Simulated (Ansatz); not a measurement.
# Rb on Ni(100): change of the work function, part 2 of 5

How does one ordered layer of Rb (top site) change the work function of Ni(100), and what dipole does each adsorbate carry?

Ansatz 0.2.0; plane-wave DFT, PBE, Ansatz PAW.

So far, work function, upper face (eV): step 2 (the clean slab) 4.88.

## 3. The covered slab

System of this step: Rb/Ni(100). The cell holds 17 atoms: 16 Ni and 1 Rb. Its edges and angles: a = 4.978 Å, b = 4.978 Å, c = 26.848 Å, α = 90.0°, β = 90.0°, γ = 90.0°. Vacuum lies along c.

The clean slab as it ended is repeated in the plane and the adsorbate is set on one face; the cell's size fixes the coverage, and the k-mesh shrinks with it to keep the sampling density about even. Adsorbate and upper layers relax, since the dipole depends on the height.

input.yaml reads:

```yaml
crystal:
  lattice:
    - [4.9780317396, 0.0, 0.0]
    - [0.0, 4.9780317396, 0.0]
    - [0.0, 0.0, 26.8476216066]
  atoms:
    - { symbol: Ni, position: [0.25, 0.25, 0.3352252252], spin: 0.76 }
    - { symbol: Ni, position: [0.0, 0.0, 0.4007803804], spin: 0.69 }
    - { symbol: Ni, position: [0.25, 0.25, 0.4671605236], spin: 0.7 }
    - { symbol: Ni, position: [0.0, 0.0, 0.5302377177], spin: 0.76 }
    - { symbol: Ni, position: [0.25, 0.75, 0.3352252252], spin: 0.76 }
    - { symbol: Ni, position: [0.0, 0.5, 0.4007803804], spin: 0.69 }
    - { symbol: Ni, position: [0.25, 0.75, 0.4671605236], spin: 0.7 }
    - { symbol: Ni, position: [0.0, 0.5, 0.5302377177], spin: 0.76 }
    - { symbol: Ni, position: [0.75, 0.25, 0.3352252252], spin: 0.76 }
    - { symbol: Ni, position: [0.5, 0.0, 0.4007803804], spin: 0.69 }
    - { symbol: Ni, position: [0.75, 0.25, 0.4671605236], spin: 0.7 }
    - { symbol: Ni, position: [0.5, 0.0, 0.5302377177], spin: 0.76 }
    - { symbol: Ni, position: [0.75, 0.75, 0.3352252252], spin: 0.76 }
    - { symbol: Ni, position: [0.5, 0.5, 0.4007803804], spin: 0.69 }
    - { symbol: Ni, position: [0.75, 0.75, 0.4671605236], spin: 0.7 }
    - { symbol: Ni, position: [0.5, 0.5, 0.5302377177], spin: 0.76 }
    - { symbol: Rb, position: [0.0, 0.0, 0.6647747748] }
magnetization:
  spin_polarized: true
kpoints:
  mp_grid: { grid: [6, 6, 1] }
hamiltonian:
  xc: pbe
scf:
  occupations: { method: fermi_dirac, width: 0.1 }
  convergence: { dr2_threshold: 1.0e-08 }
efield:
  axis: 3
  dipole_correction: true
  ramp_position: 0.97
  ramp_width: 0.06
relax:
  f_tol: 0.02
  max_steps: 60
  constraints: [{ sites: [0, 1, 4, 5, 8, 9, 12, 13] }]
output:
  bader: true
  dos: { projected: true, e_range: [-8, 4] }
  write_potential: true
  write_density: true
  volumetric_format: npy
  elf: true
```

Launch:

```console
ansatz run input.yaml --threads 4 --pin off --max-ram 12288MiB --backend cpu --events-out ev --progress --plain --runs-dir out
```

Numbers of over 12 decimals in the logs are rounded to 6 here.

The program printed:

```text
[...]
Crystal: 17 atoms, lattice volume = 665.306 Å³
Basis set: ecut = 420 eV, 13061 PW (Γ), exchange–correlation on 72×72×360 points (8 copies of the dense FFT grid, shifted against one another)
Bands: 186, of which v1, the nominal top of the filled ones, is band 149 counted from 1 (148 counted from 0)
Symmetry: 8 space group operations
k-points: 10 of 36
[...]
Starting moments: Σ|m| = 11.64 μB on 16 of 17 sites
[...]
SCF iter   1: F=—  HF=-96682.689391 eV  |F-HF|=—  |Δ(HF+E_count)|=         —  Δρ=1.89e-2 (↑1.36e-2 ↓1.89e-2)  dr2=2.87e1  dr2_m=7.69e-1  M=12.005 μB ∫|m|=12.577 μB  β_m=1.00  ethr=3.10e-3  p=-0.000 e·Å  D=-6.46e-8 V/Å  ΔV_dip=0.00 eV  dr2_dipole=3.31e0  V_vac-E_F(+/−)=7.00/7.00 eV  ⟨swp⟩=10.8  Hψ=19046  notcnv=0  defer=222
[...]
SCF iter  21: F=-96697.098966 eV  HF=-96697.098966 eV  |F-HF|=1.09e-9  |Δ(HF+E_count)|=   1.09e-8  Δρ=5.14e-7 (↑2.51e-7 ↓5.14e-7)  dr2=2.68e-9  dr2_m=6.09e-10  M=10.799 μB ∫|m|=12.346 μB  ethr=2.54e-12  p=0.361 e·Å  D=9.81e-2 V/Å  ΔV_dip=-2.63 eV  dr2_dipole=1.79e-10  V_vac-E_F(+/−)=2.26/4.89 eV  ⟨swp⟩=16.6  Hψ=31637  notcnv=0
SCF 1 converged in 21 iterations: F = -96697.098966 eV  dr2 = 2.68e-9
[...]
relax step   1: F+E_penalty+E_count = -96697.09896561 eV  Δ(F+E_penalty+E_count) = +0.000e0 eV  max|allowed force component| = 5.481e-1 eV/Å  Δτ_max = 0.0000 Å  (21 SCF iters, accepted)
[...]
SCF iter  12: F=-96697.151465 eV  HF=-96697.151465 eV  |F-HF|=5.82e-11  |Δ(HF+E_count)|=   4.25e-9  Δρ=4.57e-7 (↑1.66e-7 ↓4.57e-7)  dr2=3.17e-9  dr2_m=3.89e-10  M=10.790 μB ∫|m|=12.339 μB  ethr=2.28e-12  p=0.366 e·Å  D=9.94e-2 V/Å  ΔV_dip=-2.67 eV  dr2_dipole=3.32e-10  V_vac-E_F(+/−)=2.22/4.89 eV  ⟨swp⟩=12.5  Hψ=26371  notcnv=0
SCF 2 converged in 12 iterations: F = -96697.151465 eV  dr2 = 3.17e-9
[...]
relax step   2: F+E_penalty+E_count = -96697.15146528 eV  Δ(F+E_penalty+E_count) = -5.250e-2 eV  max|allowed force component| = 5.411e-1 eV/Å  Δτ_max = 0.0912 Å  (12 SCF iters, accepted)
SCF iter   1: F=—  HF=-96697.273314 eV  |F-HF|=—  |Δ(HF+E_count)|=         —  Δρ=2.08e-3 (↑1.02e-3 ↓2.08e-3)  dr2=1.44e-1  dr2_m=8.99e-3  M=10.748 μB ∫|m|=12.309 μB  β_m=1.00  ethr=8.40e-5  p=0.366 e·Å  D=9.94e-2 V/Å  ΔV_dip=-2.67 eV  dr2_dipole=7.05e-3  V_vac-E_F(+/−)=2.24/4.91 eV  ⟨swp⟩=7.8  Hψ=10847  notcnv=0  defer=306
[...]
SCF iter  13: F=-96697.262468 eV  HF=-96697.262468 eV  |F-HF|=5.43e-9  |Δ(HF+E_count)|=   4.36e-8  Δρ=4.83e-7 (↑2.61e-7 ↓4.83e-7)  dr2=2.80e-9  dr2_m=4.16e-10  M=10.778 μB ∫|m|=12.335 μB  ethr=2.86e-12  p=0.380 e·Å  D=1.03e-1 V/Å  ΔV_dip=-2.78 eV  dr2_dipole=3.16e-10  V_vac-E_F(+/−)=2.12/4.89 eV  ⟨swp⟩=12.8  Hψ=28513  notcnv=0
SCF 3 converged in 13 iterations: F = -96697.262468 eV  dr2 = 2.80e-9
relax step   3: F+E_penalty+E_count = -96697.26246800 eV  Δ(F+E_penalty+E_count) = -1.110e-1 eV  max|allowed force component| = 4.610e-1 eV/Å  Δτ_max = 0.1950 Å  (13 SCF iters, accepted)
[...]
relax step   4: F+E_penalty+E_count = -96697.34249601 eV  Δ(F+E_penalty+E_count) = -8.003e-2 eV  max|allowed force component| = 3.194e-1 eV/Å  Δτ_max = 0.1950 Å  (14 SCF iters, accepted)
[...]
relax step   5: F+E_penalty+E_count = -96697.37546637 eV  Δ(F+E_penalty+E_count) = -3.297e-2 eV  max|allowed force component| = 2.033e-1 eV/Å  Δτ_max = 0.1249 Å  (12 SCF iters, accepted)
[...]
relax step   6: F+E_penalty+E_count = -96697.38631754 eV  Δ(F+E_penalty+E_count) = -1.085e-2 eV  max|allowed force component| = 1.138e-1 eV/Å  Δτ_max = 0.1863 Å  (14 SCF iters, accepted)
SCF iter   1: F=—  HF=-96697.390237 eV  |F-HF|=—  |Δ(HF+E_count)|=         —  Δρ=4.82e-4 (↑3.39e-4 ↓4.82e-4)  dr2=1.11e-2  dr2_m=5.62e-4  M=10.640 μB ∫|m|=12.187 μB  β_m=1.00  ethr=1.06e-5  p=0.421 e·Å  D=1.15e-1 V/Å  ΔV_dip=-3.08 eV  dr2_dipole=1.50e-3  V_vac-E_F(+/−)=1.81/4.89 eV  ⟨swp⟩=4.3  Hψ=8564  notcnv=0  defer=331
[...]
SCF iter  15: F=-96697.389674 eV  HF=-96697.389674 eV  |F-HF|=9.50e-9  |Δ(HF+E_count)|=   1.41e-9  Δρ=5.89e-7 (↑7.92e-8 ↓5.89e-7)  dr2=8.16e-9  dr2_m=4.21e-10  M=10.634 μB ∫|m|=12.185 μB  ethr=1.51e-12  p=0.416 e·Å  D=1.13e-1 V/Å  ΔV_dip=-3.03 eV  dr2_dipole=1.66e-9  V_vac-E_F(+/−)=1.86/4.90 eV  ⟨swp⟩=11.8  Hψ=23320  notcnv=0
SCF 7 converged in 15 iterations: F = -96697.389674 eV  dr2 = 8.16e-9
relax step   7: F+E_penalty+E_count = -96697.38967362 eV  Δ(F+E_penalty+E_count) = -3.356e-3 eV  max|allowed force component| = 1.278e-2 eV/Å  Δτ_max = 0.0543 Å  (15 SCF iters, accepted)
NSCF: frozen V_eff on 10 k-points
[...]
SCF converged after 15 iterations
Magnetization: 10.6342 μB (153.8171 up, 143.1829 down)
Absolute magnetization: 12.1964 μB (∫|ρ↑−ρ↓|, with the PAW one-centre terms)
[...]
Per-site moments (μB) at R_I (Å): [(0.764964, 1.026719), (0.698161, 1.026719), (0.682143, 0.992988), (0.627021, 0.992988), (0.764964, 1.026719), (0.692840, 1.026719), (0.682143, 0.992988), (0.697467, 1.015143), (0.764964, 1.026719), (0.692840, 1.026719), (0.682143, 0.992988), (0.697467, 1.015143), (0.764964, 1.026719), (0.685899, 1.026719), (0.682143, 0.992988), (0.723359, 1.020440), (-0.00572183, 1.213482)]
Free energy (F): -96697.389674 eV
[...]
Internal energy: -96696.432887 eV  (E = F + TS)
E sigma→0 (E₀):  -96696.911280 eV
Entropy (-TS):   -0.956787 eV (-56.282 meV/atom)
Fermi energy:    2.945664 eV
Dipole field:    D = 0.112983 V/Å  (p = 0.415404 e·Å, saw-weighted, corrected)
Work function:   Φ+ = 1.8647 eV   Φ− = 4.8981 eV
[...]
--- Forces (eV/Å), atoms counted from 1 ---
  atom   1  Ni    -0.00058630    -0.00058630     0.32725543
  atom   2  Ni     0.00000000     0.00000000    -0.26397871
  atom   3  Ni    -0.00181678    -0.00181678     0.00074128
  atom   4  Ni     0.00000000     0.00000000     0.00315839
  atom   5  Ni    -0.00058630     0.00058630     0.32725543
  atom   6  Ni     0.00000000     0.00000000    -0.32594232
  atom   7  Ni    -0.00181678     0.00181678     0.00074128
  atom   8  Ni     0.00000000     0.00000000     0.00359142
  atom   9  Ni     0.00058630    -0.00058630     0.32725543
  atom  10  Ni    -0.00000000     0.00000000    -0.32594232
  atom  11  Ni     0.00181678    -0.00181678     0.00074128
  atom  12  Ni     0.00000000     0.00000000     0.00359142
  atom  13  Ni     0.00058630     0.00058630     0.32725543
  atom  14  Ni     0.00000000     0.00000000    -0.40530765
  atom  15  Ni     0.00181678     0.00181678     0.00074128
  atom  16  Ni    -0.00000000     0.00000000     0.01166657
  atom  17  Rb    -0.00000000     0.00000000    -0.01277548
  max |Σ_I F_I| component: 4.81e-5 eV/Å
--- Band table (eV; the first three rows and the last of 20) ---
  k-point 0 ↑: bands = [... 145 lower, 2.3972, 2.3981, 2.3981, 2.4782, 2.5082, 2.7491, 2.7609, 3.2278, ... 33 higher]
  k-point 1 ↑: bands = [... 145 lower, 2.3596, 2.3703, 2.3890, 2.4111, 2.4270, 2.6090, 2.6265, 2.7077, ... 33 higher]
  k-point 2 ↑: bands = [... 145 lower, 2.2763, 2.3255, 2.3315, 2.3382, 2.3787, 2.4220, 2.4281, 2.4465, ... 33 higher]
  k-point 9 ↓: bands = [... 145 lower, 2.7648, 2.7766, 2.7766, 3.2155, 3.2279, 3.2304, 3.2304, 3.3395, ... 33 higher]
--- Relaxed structure (7 steps of the walk, 7 accepted, 0 SCFs on fresh bases) ---
  F+E_penalty+E_count = -96697.38967362 eV   max|allowed force component| = 1.278e-2 eV/Å
  atoms:
    - { symbol: Ni, position: [0.25, 0.25, 0.3352252252] }
    - { symbol: Ni, position: [0.0, 0.0, 0.400780] }
    - { symbol: Ni, position: [0.252105, 0.252105, 0.467138] }
    - { symbol: Ni, position: [0, 0.0, 0.527713] }
    - { symbol: Ni, position: [0.25, 0.750000, 0.3352252252] }
    - { symbol: Ni, position: [0.0, 0.5, 0.400780] }
    - { symbol: Ni, position: [0.252105, 0.747895, 0.467138] }
    - { symbol: Ni, position: [0, 0.5, 0.531204] }
    - { symbol: Ni, position: [0.750000, 0.25, 0.3352252252] }
    - { symbol: Ni, position: [0.5, 0.0, 0.400780] }
    - { symbol: Ni, position: [0.747895, 0.252105, 0.467138] }
    - { symbol: Ni, position: [0.5, 0.0, 0.531204] }
    - { symbol: Ni, position: [0.750000, 0.750000, 0.3352252252] }
    - { symbol: Ni, position: [0.5, 0.5, 0.400780] }
    - { symbol: Ni, position: [0.747895, 0.747895, 0.467138] }
    - { symbol: Ni, position: [0.5, 0.5, 0.532443] }
    - { symbol: Rb, position: [0, 0.0, 0.637286] }
--- Bader charges: 17 sites ---
  site symbol  charge [e]  shift [e]    m [muB]
     0     Ni     -0.0150     0.0001     0.7255
     1     Ni      0.0184     0.0001     0.6587
     2     Ni      0.0089     0.0000     0.6412
     3     Ni     -0.1549     0.0002     0.5803
     4     Ni     -0.0150     0.0001     0.7255
     5     Ni      0.0145     0.0001     0.6535
     6     Ni      0.0089     0.0000     0.6412
     7     Ni     -0.1513     0.0001     0.6482
     8     Ni     -0.0150     0.0001     0.7255
     9     Ni      0.0145     0.0001     0.6535
    10     Ni      0.0089     0.0000     0.6412
    11     Ni     -0.1513     0.0001     0.6482
    12     Ni     -0.0150     0.0001     0.7255
    13     Ni      0.0101     0.0000     0.6469
    14     Ni      0.0089     0.0000     0.6412
    15     Ni     -0.1345     0.0000     0.6748
    16     Rb      0.5589     0.0000     0.0033
  estimated error of the sums over rays = 5.9e-4 e
```

Run time: 16 min. Hardware: 4 threads of Arm Neoverse V1, shared host; peak memory 4 GiB; 62 min of CPU time.

The steps of the relaxation:

| step | energy less that of the first step (eV) | largest force component (eV/Å) |
| --- | --- | --- |
| 1 | 0.0000 | 0.5481 |
| 2 | -0.0525 | 0.5411 |
| 3 | -0.1635 | 0.4610 |
| 4 | -0.2435 | 0.3194 |
| 5 | -0.2765 | 0.2033 |
| 6 | -0.2874 | 0.1138 |
| 7 | -0.2907 | 0.0128 |

Forces are held to the 8 operations that the run works with; a distortion that breaks them can't arise in this run.

The atoms that moved most (Å):

| atom | dx | dy | dz | length |
| --- | --- | --- | --- | --- |
| Rb17 | 0.000 | 0.000 | -0.738 | 0.738 |
| Ni4 | 0.000 | 0.000 | -0.068 | 0.068 |
| Ni16 | 0.000 | 0.000 | 0.059 | 0.059 |
| Ni12 | 0.000 | 0.000 | 0.026 | 0.026 |
| Ni8 | 0.000 | 0.000 | 0.026 | 0.026 |
| Ni15 | -0.010 | -0.010 | -0.001 | 0.015 |
| Ni7 | 0.010 | -0.010 | -0.001 | 0.015 |
| Ni11 | -0.010 | 0.010 | -0.001 | 0.015 |

Numbers from this step:

```
energy at zero smearing        : -96696.9113 eV
total moment                   : 10.63 μB
work function, upper face      : 1.865 eV
work function, lower face      : 4.898 eV
dipole along the normal        : 0.4154 e·Å
step between the vacuum levels : -3.033 eV
```

Running mean over 1.76 Å of the planar mean; the ramp of the sawtooth is left out. The electron's electrostatic potential energy less the Fermi level by z:

| z (Å) | electron's electrostatic potential energy less the Fermi level (eV) |
| --- | --- |
| 3.5 | 4.90 |
| 4.0 | 4.90 |
| 4.5 | 4.90 |
| 5.0 | 4.90 |
| 5.5 | 4.89 |
| 6.0 | 4.86 |
| 6.5 | 4.76 |
| 7.0 | 4.40 |
| 7.5 | 2.94 |
| 8.0 | -1.71 |
| 8.5 | -7.41 |
| 9.0 | -9.86 |
| 9.5 | -10.2 |
| 10.0 | -10.3 |
| 10.5 | -10.3 |
| 11.0 | -10.3 |
| 11.5 | -10.1 |
| 12.0 | -10.2 |
| 12.5 | -10.4 |
| 13.0 | -10.8 |
| 13.5 | -10.9 |
| 14.0 | -10.4 |
| 14.5 | -9.11 |
| 15.0 | -4.98 |
| 15.5 | -0.0618 |
| 16.0 | 0.589 |
| 16.5 | -1.94 |
| 17.0 | -3.62 |
| 17.5 | -3.58 |
| 18.0 | -1.72 |
| 18.5 | 0.349 |
| 19.0 | 1.17 |
| 19.5 | 1.49 |
| 20.0 | 1.66 |
| 20.5 | 1.75 |
| 21.0 | 1.80 |
| 21.5 | 1.83 |
| 22.0 | 1.85 |
| 22.5 | 1.86 |
| 23.0 | 1.86 |
| 23.5 | 1.86 |

The density of states has structure finer than the step of the table below, so its rows give means over 0.5 eV, whole bins alone (the curve runs from -8 to 1.98 eV). Peaks (eV: height): total -2.20: 54.7, -1.65: 57.9, -1.53: 63.4, -1.26: 52.8, -1.20: 62.0, -0.93: 82.1, -0.60: 73.2; up -2.20: 40.0, -1.92: 32.5, -1.65: 32.1, -1.35: 32.3, -1.20: 34.1, -0.84: 42.5, -0.60: 49.9; down -2.77: 32.4, -1.53: 37.5, -0.93: 59.6, -0.66: 36.1, -0.45: 29.5, -0.06: 33.8, 0.12: 30.9.

Density of states against energy, zero at the Fermi level; means over each step; values in states/eV a cell:

| energy (eV) | total | up | down |
| --- | --- | --- | --- |
| -7.5 | 1.05 | 0.528 | 0.520 |
| -7.0 | 1.17 | 0.587 | 0.584 |
| -6.5 | 2.42 | 1.22 | 1.21 |
| -6.0 | 2.31 | 1.20 | 1.11 |
| -5.5 | 3.13 | 1.66 | 1.47 |
| -5.0 | 4.10 | 2.31 | 1.80 |
| -4.5 | 9.15 | 6.06 | 3.09 |
| -4.0 | 18.8 | 12.2 | 6.55 |
| -3.5 | 22.8 | 13.6 | 9.21 |
| -3.0 | 27.1 | 13.8 | 13.3 |
| -2.5 | 31.2 | 18.8 | 12.5 |
| -2.0 | 37.9 | 21.8 | 16.1 |
| -1.5 | 46.0 | 24.2 | 21.8 |
| -1.0 | 53.8 | 30.7 | 23.1 |
| -0.5 | 41.7 | 17.5 | 24.2 |
| 0.0 | 30.3 | 3.57 | 26.8 |
| 0.5 | 13.0 | 2.92 | 10.0 |
| 1.0 | 7.35 | 3.78 | 3.57 |
| 1.5 | 7.50 | 3.34 | 4.16 |

Projected DOS per atom over height of the atomic layer and energy from the Fermi level. Layers: Ni4 Ni4 Ni4 Ni4 Rb from below.

Values in states/eV, 22 rows by 5 columns, each cell a mean:
```
0.22 0.27 0.24 0.21 0.36
0.27 0.30 0.31 0.27 0.44
0.34 0.29 0.34 0.34 0.59
0.98 0.98 0.97 0.95 0.78
2.22 1.60 1.52 1.93 0.43
2.87 2.40 2.39 3.00 0.28
4.08 2.78 2.52 3.67 0.27
3.19 2.46 2.55 3.30 0.26
2.62 1.92 1.93 2.80 0.15
2.31 2.52 2.44 2.29 0.03
1.48 1.72 1.64 1.35 0.00
1.19 1.97 2.04 1.31 0.01
0.90 1.80 1.86 0.99 0.02
0.55 1.10 1.26 0.65 0.03
0.30 0.54 0.62 0.35 0.03
0.18 0.31 0.32 0.19 0.01
0.12 0.25 0.25 0.14 0.01
0.11 0.17 0.17 0.11 0.01
0.14 0.18 0.17 0.14 0.02
0.05 0.12 0.13 0.05 0.00
0.03 0.10 0.11 0.03 0.00
0.03 0.10 0.11 0.03 0.00
```
Columns: height of the atomic layer (Å) from 9 to 17.1 (not evenly spaced); rows upwards: energy from the Fermi level (eV) from -7.96 to 1.95.

Projected DOS per atom, spin up over height of the atomic layer and energy from the Fermi level. Layers: Ni4 Ni4 Ni4 Ni4 Rb from below.

Ten even steps from '0' (0.00 states/eV) to '9' (2.30 states/eV), each cell a mean:
```
00000
00000
00001
00001
00011
45550
97690
75570
73370
66660
44430
23330
25520
13310
01100
00000
00000
00000
00000
00000
00000
00000
```
Columns: height of the atomic layer (Å) from 9 to 17.1 (not evenly spaced); rows upwards: energy from the Fermi level (eV) from -7.96 to 1.95.

Projected DOS per atom, spin down over height of the atomic layer and energy from the Fermi level. Layers: Ni4 Ni4 Ni4 Ni4 Rb from below.

Values in states/eV, 22 rows by 5 columns, each cell a mean:
```
0.13 0.17 0.16 0.13 0.20
0.15 0.14 0.17 0.15 0.26
0.20 0.17 0.18 0.19 0.27
0.85 0.86 0.86 0.81 0.35
2.02 1.40 1.32 1.70 0.19
1.76 1.24 1.21 1.81 0.15
1.78 1.16 1.06 1.53 0.19
1.44 1.17 1.27 1.60 0.13
0.88 1.07 1.08 1.08 0.07
0.88 0.99 0.88 0.84 0.00
0.49 0.65 0.68 0.52 0.00
0.54 1.13 1.20 0.59 0.00
0.27 0.55 0.58 0.36 0.01
0.20 0.38 0.45 0.23 0.02
0.12 0.18 0.20 0.14 0.01
0.08 0.13 0.13 0.08 0.00
0.06 0.12 0.12 0.06 0.00
0.05 0.08 0.08 0.06 0.00
0.07 0.09 0.08 0.07 0.01
0.02 0.06 0.06 0.03 0.00
0.01 0.05 0.05 0.02 0.00
0.01 0.05 0.05 0.02 0.00
```
Columns: height of the atomic layer (Å) from 9 to 17.1 (not evenly spaced); rows upwards: energy from the Fermi level (eV) from -7.96 to 1.95.

Site moment by atom:

| atom | site moment (μB) |
| --- | --- |
| Ni1 | 0.765 |
| Ni2 | 0.698 |
| Ni3 | 0.682 |
| Ni4 | 0.627 |
| Ni5 | 0.765 |
| Ni6 | 0.693 |
| Ni7 | 0.682 |
| Ni8 | 0.697 |
| Ni9 | 0.765 |
| Ni10 | 0.693 |
| Ni11 | 0.682 |
| Ni12 | 0.697 |
| Ni13 | 0.765 |
| Ni14 | 0.686 |
| Ni15 | 0.682 |
| Ni16 | 0.723 |
| Rb17 | -0.006 |

Spin density in the ca plane at fractional y = 0.000, with atoms of Ni and Rb within 0.2 Å of it.

Values in e/Å³, 7 rows by 16 columns, each cell a mean:
```
0.0 0.0 0.1 0.5 0.0 0.0 0.4 0.0 0.0 0.0 0.0 0.0 0.0 0.0 0.0 0.0
0.0 0.0 0.0 0.0 0.0 0.0 0.0 0.0 0.0 0.0 0.0 0.0 0.0 0.0 0.0 0.0
0.0 0.0 0.0 0.2 0.0 0.0 0.2 0.1 0.0 0.0 0.0 0.0 0.0 0.0 0.0 0.0
0.0 0.0 0.1 1.0 0.0 0.0 0.9 0.2 0.0 0.0 0.0 0.0 0.0 0.0 0.0 0.0
0.0 0.0 0.0 0.1 0.0 0.0 0.1 0.0 0.0 0.0 0.0 0.0 0.0 0.0 0.0 0.0
0.0 0.0 0.0 0.0 0.0 0.0 0.0 0.0 0.0 0.0 0.0 0.0 0.0 0.0 0.0 0.0
0.0 0.0 0.1 0.8 0.0 0.0 0.7 0.1 0.0 0.0 0.0 0.0 0.0 0.0 0.0 0.0
```
Columns run along c (16.0 Å, from fractional 0.29 to 0.88 of the cell), rows up along a (5.0 Å). Atoms in or near the plane, at fractional coordinates: Ni at (0.40, 0.00), Ni at (0.53, 0.00), Ni at (0.40, 0.50), Ni at (0.53, 0.50), Rb at (0.64, 0.00).

Electrostatic potential energy in the ca plane at fractional y = 0.000, with atoms of Ni and Rb within 0.2 Å of it. With pseudopotentials it is smooth inside the atoms' cores, unlike the true potential.

Ten even steps from '0' (-66 eV) to '9' (6 eV), each cell a mean:
```
99999984003899995102799840005899999999999999
99999997557999998546899974257999999999999999
99999999889999999989999998889999999999999999
99999999889999999989999999999999999999999999
99999997557999998645899999999999999999999999
99999984003899996201699999999999999999999999
99999983003899996100599999999999999999999999
99999985225899997423799999999999999999999999
99999998778999999878999999999999999999999999
99999999999999999999999999899999999999999999
99999998778999999878999986678999999999999999
99999985225899997324899851026899999999999999
99999983002799985001699820004899999999999999
```
Columns run along c (16.0 Å, from fractional 0.29 to 0.88 of the cell; values clipped at the 3rd and 97th percentile), rows up along a (5.0 Å). Atoms in or near the plane, at fractional coordinates: Ni at (0.40, 0.00), Ni at (0.53, 0.00), Ni at (0.40, 0.50), Ni at (0.53, 0.50), Rb at (0.64, 0.00).

ELF of down spins in the ca plane at fractional y = 0.000, with atoms of Ni and Rb within 0.2 Å of it. It is the smooth field of the valence electrons, not physical close to the nuclei.

Values, 7 rows by 16 columns, each cell a mean:
```
0.26 0.30 0.24 0.33 0.24 0.24 0.34 0.21 0.44 0.68 0.73 0.11 0.08 0.09 0.03 0.00
0.28 0.30 0.30 0.24 0.32 0.31 0.25 0.28 0.17 0.59 0.36 0.04 0.09 0.08 0.02 0.00
0.27 0.30 0.24 0.27 0.26 0.26 0.27 0.21 0.15 0.05 0.03 0.05 0.10 0.06 0.02 0.00
0.26 0.30 0.27 0.48 0.22 0.22 0.47 0.28 0.20 0.06 0.03 0.08 0.11 0.06 0.02 0.00
0.27 0.30 0.26 0.23 0.29 0.29 0.23 0.22 0.13 0.11 0.07 0.04 0.10 0.07 0.02 0.00
0.28 0.30 0.28 0.23 0.31 0.30 0.24 0.26 0.24 0.75 0.51 0.06 0.09 0.08 0.02 0.00
0.26 0.30 0.26 0.43 0.23 0.23 0.44 0.24 0.48 0.51 0.75 0.13 0.08 0.09 0.03 0.00
```
Columns run along c (16.0 Å, from fractional 0.29 to 0.88 of the cell), rows up along a (5.0 Å). Atoms in or near the plane, at fractional coordinates: Ni at (0.40, 0.00), Ni at (0.53, 0.00), Ni at (0.40, 0.50), Ni at (0.53, 0.50), Rb at (0.64, 0.00).

The relaxation took 7 steps and lowered the energy by 0.29 eV; the largest force on the free atoms ends at 0.013 eV/Å.

By hand: a sheet of dipoles makes a step −p/(ε₀A) in the electron's potential. With e/ε₀ = 180.95 V·Å, p = 0.4154 e·Å and A = 24.78 Å², that is −180.95 × (0.4154) / 24.78 = -3.033 eV, and the two vacuum levels of the run differ by -3.033 eV.

The covered face has 1.86 eV, -3.02 eV against the clean one; the bare back face has moved by +0.02 eV, a measure of how thin the slab is.

(Continued in part 3 of 5.)

[Logs are printed without paths, hosts, clocks, repeated set-up lines and the standing remarks that a program may print on its own settings, such as how far it seeks lower states.]

[Hosts, paths, dates, database ids (printed as entryN), source tags and the programs' standing remarks are cut or masked in the printed files.]

[Maps of the electrostatic potential energy from Ansatz leave out the sawtooth potential of an applied field or a dipole correction, so their vacuum need not be flat; planar profiles and work functions include it.]
